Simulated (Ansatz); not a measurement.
**H on Mg(0001): change of the work function**

Wanted: Δφ(θ) for H/Mg(0001), starting from the fcc site.

Calculated with Ansatz 0.2.0; plane-wave DFT, PBE, Ansatz PAW.

## (1) The starting structure

The cell holds 4 atoms: 4 Mg. Its edges and angles: a = 3.210 Å, b = 3.210 Å, c = 25.820 Å, α = 90.0°, β = 90.0°, γ = 60.0°. Vacuum lies along c.

## (2) The clean slab

The bare slab comes first, as the zero from which every change is counted. The two lowest layers are held at bulk places and the upper ones relax. The dipole correction removes the false field that a one-sided slab makes across the periodic vacuum, so each face gets a flat vacuum level of its own.

The input, input.yaml:

```yaml
crystal:
  lattice:
    - [3.21, 0.0, 0.0]
    - [1.605, 2.7799415461, 0.0]
    - [0.0, 0.0, 25.81956]
  atoms:
    - { symbol: Mg, position: [0.6666666667, 0.6666666667, 0.3485729424] }
    - { symbol: Mg, position: [0.0, 0.0, 0.4495243141] }
    - { symbol: Mg, position: [0.6666666667, 0.6666666667, 0.5504756859] }
    - { symbol: Mg, position: [0.0, 0.0, 0.6514270576] }
kpoints:
  mp_grid: { grid: [12, 12, 1] }
hamiltonian:
  xc: pbe
scf:
  occupations: { method: fermi_dirac, width: 0.1 }
  convergence: { dr2_threshold: 1.0e-08 }
efield:
  axis: 3
  dipole_correction: true
  ramp_position: 0.97
  ramp_width: 0.06
relax:
  f_tol: 0.02
  max_steps: 60
  constraints: [{ sites: [0, 1] }]
output:
  write_potential: true
  write_density: true
  volumetric_format: npy
```

Command:

```console
$ ansatz run input.yaml --threads 4 --pin off --max-ram 16384MiB --backend cpu --events-out ev --progress --plain --runs-dir out
```

Numbers of over 12 decimals in the logs are rounded to 6 here.

Output:

```text
Engine: ansatz 0.2.0, aarch64-unknown-linux-gnu
Pseudopotentials: kind: paw
Pseudopotential: Mg, paw, valence charge 10, recommended cutoff 420 eV (normal), Mg.paw.azcp
Functional definition: PBE
  parameter kappa = 0.804
  parameter beta = 0.066725
  exchange = pbe_x(kappa = kappa, mu = beta*pi^2/3)
  correlation = pbe_c(beta = beta)
Crystal: 4 atoms, lattice volume = 230.404 Å³
Basis set: ecut = 420 eV, 4575 PW (Γ), exchange–correlation on 48×48×360 points (8 copies of the dense FFT grid, shifted against one another)
Bands: 24, of which v1, the nominal top of the filled ones, is band 20 counted from 1 (19 counted from 0)
Symmetry: 6 space group operations
k-points: 19 of 144 (time reversal used)
Non-local potential: Mg, projectors of the file, l = 0: 3, l = 1: 2, l = 2: 1
PAW form: soft (Blöchl's): semilocal exchange-correlation on the pseudo side does not see the compensation charge
PAW one-centre angular grid: Mg, 110 points (default); XC on 64 Gauss nodes
Initial density: superposition of atomic densities (neutral atoms: chi_scale 0, normalization atom), corrected by the library's trained network
Initial wavefunctions: pseudopotential atomic-orbital guess
Functional: x = pbe(κ = 0.804, μ = 0.219515), c = pbe(β = 0.066725)
SCF iter   1: F=—  HF=-7694.613554 eV  |F-HF|=—  |Δ(HF+E_count)|=         —  Δρ=7.47e-4  dr2=5.39e-3  ethr=1.77e-3  p=0.000 e·Å  D=2.46e-14 V/Å  ΔV_dip=-0.00 eV  dr2_dipole=1.19e-8  V_vac-E_F(+/−)=3.79/3.79 eV  ⟨swp⟩=8.1  Hψ=2477  notcnv=0
efield: sawtooth ramp at fractional position 0.9700 (set: `efield.ramp_position`, or a place that a band, a saddle search or an elastic batch's reference lends), width 0.0600; the density the first Hamiltonian is built on has a dipole p = 0.000 e·Å; the dipole correction subtracts the counter field D = 2.46e-14 V/Å, which shifts the + side's vacuum level by -0.00 eV against the − side's; the planar-averaged density in the ramp window peaks in size at 1.5e-5 e/Å³
preconditioner: auto → LDOS  [metal: Δε(μ)=0.163 eV  Ē_g=4.548 eV  σ=0.100 eV  W_gap=0.39  n_scr=16 (ndim 8)  ℏωp=6.9 eV  f_vac=0.528  D(μ)=2.23/eV (n_scr^D=10)  β→1.0]
SCF iter   2: F=—  HF=-7694.613895 eV  |F-HF|=—  |Δ(HF+E_count)|=   3.41e-4  Δρ=2.82e-4  dr2=3.90e-4  ethr=1.35e-5  p=0.000 e·Å  D=1.21e-5 V/Å  ΔV_dip=-0.00 eV  dr2_dipole=1.36e-8  V_vac-E_F(+/−)=3.82/3.82 eV  ⟨swp⟩=2.1  Hψ=706  notcnv=0
SCF iter   3: F=—  HF=-7694.613927 eV  |F-HF|=—  |Δ(HF+E_count)|=   3.18e-5  Δρ=9.30e-5  dr2=4.23e-5  ethr=9.74e-7  p=-0.000 e·Å  D=-5.78e-8 V/Å  ΔV_dip=0.00 eV  dr2_dipole=1.56e-10  V_vac-E_F(+/−)=3.80/3.80 eV  ⟨swp⟩=2.3  Hψ=617  notcnv=0
SCF iter   4: F=—  HF=-7694.613950 eV  |F-HF|=—  |Δ(HF+E_count)|=   2.27e-5  Δρ=2.68e-5  dr2=4.91e-6  ethr=1.06e-7  p=-0.000 e·Å  D=-1.87e-7 V/Å  ΔV_dip=0.00 eV  dr2_dipole=4.57e-11  V_vac-E_F(+/−)=3.79/3.79 eV  ⟨swp⟩=2.0  Hψ=527  notcnv=0
SCF iter   5: F=—  HF=-7694.613928 eV  |F-HF|=—  |Δ(HF+E_count)|=   2.16e-5  Δρ=6.90e-6  dr2=4.91e-7  ethr=1.23e-8  p=-0.000 e·Å  D=-1.87e-7 V/Å  ΔV_dip=0.00 eV  dr2_dipole=4.51e-11  V_vac-E_F(+/−)=3.79/3.79 eV  ⟨swp⟩=2.1  Hψ=509  notcnv=0
SCF iter   6: F=—  HF=-7694.613928 eV  |F-HF|=—  |Δ(HF+E_count)|=   2.89e-7  Δρ=1.60e-6  dr2=2.03e-8  ethr=1.23e-9  p=-0.000 e·Å  D=-9.95e-8 V/Å  ΔV_dip=0.00 eV  dr2_dipole=1.03e-12  V_vac-E_F(+/−)=3.79/3.79 eV  ⟨swp⟩=2.0  Hψ=530  notcnv=0
SCF iter   7: F=-7694.613928 eV  HF=-7694.613928 eV  |F-HF|=7.70e-10  |Δ(HF+E_count)|=   7.81e-9  Δρ=3.80e-7  dr2=3.37e-10  ethr=2.50e-11  p=-0.000 e·Å  D=-9.49e-9 V/Å  ΔV_dip=0.00 eV  dr2_dipole=6.65e-13  V_vac-E_F(+/−)=3.79/3.79 eV  ⟨swp⟩=8.7  Hψ=2636  notcnv=0
SCF 1 converged in 7 iterations: F = -7694.613928 eV  dr2 = 3.37e-10
  greatest PAW one-centre occupation: 1.000 electrons in one spin orbital (limit 2), on the Mg atom at site 2 (counted from 0), in its partial waves of l = 0
relax step   1: F+E_penalty+E_count = -7694.61392834 eV  Δ(F+E_penalty+E_count) = +0.000e0 eV  max|allowed force component| = 4.415e-2 eV/Å  Δτ_max = 0.0000 Å  (7 SCF iters, accepted)
Initial density: handed on by an earlier stage of this run
Initial wavefunctions: those handed on with the density
iter 1 solved again at ethr=7.55e-6 eV; its pass at ethr=3.10e-3 eV (dr2=3.02e-3 eV) is discarded
SCF iter   1: F=—  HF=-7694.614720 eV  |F-HF|=—  |Δ(HF+E_count)|=         —  Δρ=2.19e-4  dr2=9.85e-4  ethr=7.55e-6  p=-0.000 e·Å  D=-2.58e-8 V/Å  ΔV_dip=0.00 eV  dr2_dipole=5.18e-5  V_vac-E_F(+/−)=3.79/3.79 eV  ⟨swp⟩=2.3  Hψ=1585  notcnv=0
efield: sawtooth ramp at fractional position 0.9700 (set: `efield.ramp_position`, or a place that a band, a saddle search or an elastic batch's reference lends), width 0.0600; the density the first Hamiltonian is built on has a dipole p = -0.000 e·Å; the dipole correction subtracts the counter field D = -2.58e-8 V/Å, which shifts the + side's vacuum level by +0.00 eV against the − side's; the planar-averaged density in the ramp window peaks in size at 3.7e-7 e/Å³
preconditioner: auto → LDOS  [metal: Δε(μ)=0.173 eV  Ē_g=4.535 eV  σ=0.100 eV  W_gap=0.41  n_scr=16 (ndim 8)  ℏωp=6.9 eV  f_vac=0.529  D(μ)=2.24/eV (n_scr^D=10)  β→1.0]
SCF iter   2: F=—  HF=-7694.614661 eV  |F-HF|=—  |Δ(HF+E_count)|=   5.90e-5  Δρ=7.35e-5  dr2=3.77e-5  ethr=2.46e-6  p=-0.000 e·Å  D=-6.75e-5 V/Å  ΔV_dip=0.00 eV  dr2_dipole=1.71e-6  V_vac-E_F(+/−)=3.79/3.79 eV  ⟨swp⟩=2.0  Hψ=503  notcnv=0
SCF iter   3: F=—  HF=-7694.614690 eV  |F-HF|=—  |Δ(HF+E_count)|=   2.95e-5  Δρ=2.08e-5  dr2=3.89e-6  ethr=9.43e-8  p=0.000 e·Å  D=9.60e-5 V/Å  ΔV_dip=-0.00 eV  dr2_dipole=1.73e-10  V_vac-E_F(+/−)=3.79/3.79 eV  ⟨swp⟩=2.0  Hψ=776  notcnv=0
SCF iter   4: F=—  HF=-7694.614664 eV  |F-HF|=—  |Δ(HF+E_count)|=   2.60e-5  Δρ=5.71e-6  dr2=4.02e-7  ethr=9.73e-9  p=0.000 e·Å  D=1.11e-4 V/Å  ΔV_dip=-0.00 eV  dr2_dipole=1.70e-8  V_vac-E_F(+/−)=3.79/3.79 eV  ⟨swp⟩=2.0  Hψ=522  notcnv=0
SCF iter   5: F=-7694.614664 eV  HF=-7694.614664 eV  |F-HF|=2.90e-9  |Δ(HF+E_count)|=   3.01e-8  Δρ=1.43e-6  dr2=7.83e-9  ethr=2.50e-11  p=0.000 e·Å  D=1.31e-4 V/Å  ΔV_dip=-0.00 eV  dr2_dipole=1.09e-9  V_vac-E_F(+/−)=3.79/3.79 eV  ⟨swp⟩=7.8  Hψ=2951  notcnv=0
SCF 2 converged in 5 iterations: F = -7694.614664 eV  dr2 = 7.83e-9
  greatest PAW one-centre occupation: 1.000 electrons in one spin orbital (limit 2), on the Mg atom at site 1 (counted from 0), in its partial waves of l = 0
relax step   2: F+E_penalty+E_count = -7694.61466413 eV  Δ(F+E_penalty+E_count) = -7.358e-4 eV  max|allowed force component| = 1.544e-2 eV/Å  Δτ_max = 0.0287 Å  (5 SCF iters, accepted)
NSCF: frozen V_eff on 19 k-points
the band table was solved once a step of the walk had ended and its energy, with any forces and stress, was formed, with the checks that follow a solve (2497 applications of the Hamiltonian). They found nothing against the state; the energy, forces and stress were not computed again (output.eigenvalues in the input reference)
WARN: The output density's exchange-correlation potential varies sharply where the density is thin. Do not read a vacuum level from v_tot or v_xc, or from such a field of the output density. On a cell that repeats whose density bears no net charge and no dipole along the vacuum's axis use v_es (v_loc + v_h of the components); under efield.dipole_correction with no amplitude use v_es + v_field, which holds any externa [...]
SCF converged after 5 iterations
Free energy (F): -7694.614664 eV
Harris-Foulkes:  -7694.614664 eV  (|F-HF|=2.90e-9)
Internal energy: -7694.543245 eV  (E = F + TS)
E sigma→0 (E₀):  -7694.578954 eV
Entropy (-TS):   -0.071420 eV (-17.855 meV/atom)
Fermi energy:    0.029478 eV
Dipole field:    D = 0.000172 V/Å  (p = 0.000219 e·Å, saw-weighted, corrected)
Work function:   Φ+ = 3.7873 eV   Φ− = 3.7918 eV
Levels:          The Fermi level and band energies are counted from a zero that moves with the ramp; work functions are not
--- Per-component energies (eV) ---
  E_band       = -1655.090313
  E_kinetic    = 297.500953
  E_local      = -32041.579238  (includes V_loc(G=0)·N_el)
  E_nonlocal   = 383.077103
  E_hartree    = 14982.417456
  E_xc         = -112.093321
  E_vxc        = -144.525410  (∫ρ·V_xc dr)
  E_paw        = -1170.697246  (= ΣΔE_a)
  E_vpaw       = -114.398191  (= ΣTr[D̂ρ^β])
  E_aug_tail   = -0.000015  (compensation charges beyond the density's cutoff)
  E_efield     = 0.000000  (sawtooth field / dipole correction)
  E_vefield    = -0.000058  (∫n·V_field dr)
  E_ewald      = 9966.831063
  E_smearing   = -0.071420  (= −TS)
  E_closure    = -0.000000  (closes the sum)
  Σ components = -7694.614664   (vs F -7694.614664, Δ=0.00e0)
--- Forces (eV/Å), atoms counted from 1 ---
  atom   1  Mg    -0.00000000     0.00000000    -0.04352536
  atom   2  Mg     0.00000000    -0.00000000     0.03942650
  atom   3  Mg    -0.00000000     0.00000000    -0.01135302
  atom   4  Mg     0.00000000    -0.00000000     0.01543563
  max |Σ_I F_I| component: 1.63e-5 eV/Å
--- Band table (eV; the first three rows and the last of 19) ---
  k-point 0: bands = [... 16 lower, -6.5118, -5.7358, -4.4563, -2.7079, -0.9499, 1.2324, 2.8336, 3.6962]
  k-point 1: bands = [... 16 lower, -6.3761, -5.6010, -4.3227, -2.5750, -0.8237, 1.3598, 2.9633, 3.8279]
  k-point 2: bands = [... 16 lower, -5.9704, -5.1979, -3.9232, -2.1781, -0.4451, 1.7374, 3.3475, 4.2198]
  k-point 18: bands = [... 16 lower, -0.2640, -0.2571, -0.2503, 0.4095, 0.4203, 0.4303, 1.5893, 2.1911]
--- Relaxed structure (2 steps of the walk, 2 accepted, 0 SCFs on fresh bases) ---
  F+E_penalty+E_count = -7694.61466413 eV   max|allowed force component| = 1.544e-2 eV/Å
  atoms:
    - { symbol: Mg, position: [0.666667, 0.666667, 0.348573] }
    - { symbol: Mg, position: [0.0, 0.0, 0.449524] }
    - { symbol: Mg, position: [0.666667, 0.666667, 0.550673] }
    - { symbol: Mg, position: [0, 0, 0.652538] }
```

Elapsed: 4.3 s, on 4 threads of Arm Neoverse V1, shared host; peak memory 0.47 GiB.

Step by step:

| step | energy less that of the first step (eV) | largest force component (eV/Å) |
| --- | --- | --- |
| 1 | 0.0000 | 0.0442 |
| 2 | -0.0007 | 0.0154 |

The run keeps the 6 symmetry operations that it works with, so distortions that break them were not tested.

The atoms that moved most (Å):

| atom | dx | dy | dz | length |
| --- | --- | --- | --- | --- |
| Mg4 | 0.000 | 0.000 | 0.029 | 0.029 |
| Mg3 | 0.000 | 0.000 | 0.005 | 0.005 |

The relaxed structure:

```cif
data_structure
_symmetry_space_group_name_H-M 'P 1'
_symmetry_Int_Tables_number 1
_cell_length_a 3.2100
_cell_length_b 3.2100
_cell_length_c 25.8196
_cell_angle_alpha 90.000
_cell_angle_beta 90.000
_cell_angle_gamma 60.000
_cell_volume 230.40
loop_
_atom_site_label
_atom_site_type_symbol
_atom_site_fract_x
_atom_site_fract_y
_atom_site_fract_z
_atom_site_occupancy
Mg1 Mg 0.66667 0.66667 0.34857 1
Mg2 Mg 0.00000 0.00000 0.44952 1
Mg3 Mg 0.66667 0.66667 0.55067 1
Mg4 Mg 0.00000 0.00000 0.65254 1
```

This step gave:

* energy at zero smearing: -7694.5790 eV
* work function, upper face: 3.787 eV
* dipole along the normal: 2.19e-4 e·Å

Running mean over 2.60652 Å of the planar mean; the ramp of the sawtooth is left out. Table of electron's electrostatic potential energy less the Fermi level by z:

z (Å), electron's electrostatic potential energy less the Fermi level (eV) and a bar from the least value:
```
      3.5       3.79 ##############################
      4.0       3.79 ##############################
      4.5       3.79 ##############################
      5.0       3.78 ##############################
      5.5       3.74 ##############################
      6.0       3.64 #############################
      6.5       3.35 ############################
      7.0       2.60 #########################
      7.5       0.69 ##################
      8.0      -2.09 ########
      8.5      -3.58 ##
      9.0      -4.02 
      9.5      -4.07 
     10.0      -4.04 
     10.5      -4.02 
     11.0      -4.01 
     11.5      -4.00 
     12.0      -3.99 
     12.5      -3.98 
     13.0      -3.98 
     13.5      -3.99 
     14.0      -4.00 
     14.5      -3.99 
     15.0      -3.95 
     15.5      -3.89 #
     16.0      -3.97 
     16.5      -4.06 
     17.0      -3.95 
     17.5      -3.30 ###
     18.0      -1.31 ###########
     18.5       1.45 #####################
     19.0       2.90 ###########################
     19.5       3.47 #############################
     20.0       3.68 ##############################
     20.5       3.75 ##############################
     21.0       3.78 ##############################
     21.5       3.78 ##############################
     22.0       3.79 ##############################
     22.5       3.79 ##############################
```

The relaxation took 2 steps and lowered the energy by 7.4e-4 eV; the largest force on the free atoms ends at 0.015 eV/Å.

The work function of the upper face is 3.79 eV.

[end of part 1 of 4]

[Logs are printed without paths, hosts, clocks, repeated set-up lines and the standing remarks that a program may print on its own settings, such as how far it seeks lower states.]

[Hosts, paths, dates, database ids (printed as entryN), source tags and the programs' standing remarks are cut or masked in the printed files.]

[Maps of the electrostatic potential energy from Ansatz leave out the sawtooth potential of an applied field or a dipole correction, so their vacuum need not be flat; planar profiles and work functions include it.]
